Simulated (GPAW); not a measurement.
# Polarising 1T-VSSe monolayer with a field along the normal

The dipole of the cell at several fields, atoms fixed. What does the strongest field give, and what length does the slope stand for?

Set-up. GPAW 26.7.0, plane waves (400 eV), PAW setups, PBE, 12×12 mesh, a dipole layer in the vacuum; geometry relaxed without an applied field with GPAW. The cell's area is 9.34 Å², and e/ε0 = 180.95 V Å.

Results, with one row withheld:

```
field (V/Å)  dipole (e Å)
       −0.2       −0.0787
       −0.1       −0.0520
      −0.05       −0.0386
       0.05       −0.0119
        0.1        0.0015
        0.2        0.0282
        0.3             ?
```

Q: What is the dipole at 0.3 V/Å?

Worked answer. A line through the 6 points has the slope α = 0.267 e Å per V/Å and the intercept p₀ = −0.0252 e Å (r.m.s. residual 1.5e−05). At 0.3 V/Å it gives p = −0.0252 + 0.267 × 0.3 = 0.0549 e Å; the run gives 0.0550 e Å, so the response stays linear to 0.1 % of the induced part. Dividing by ε0 and the area: α/(ε0 A) = 0.267 × 180.95 / 9.34 = 5.18 Å, against 3.04 Å between the outer nuclei.

**Limits.** This is the electronic response alone; ions that move would add to it in polar layers. Spin-polarised runs started from parallel moments; another order may lie lower. Layers with unlike faces were relaxed with their cell in a fully periodic cell without the dipole layer, so their atoms felt a small spurious field.

[Logs are printed without paths, hosts, clocks, repeated set-up lines and the standing remarks that a program may print on its own settings, such as how far it seeks lower states.]
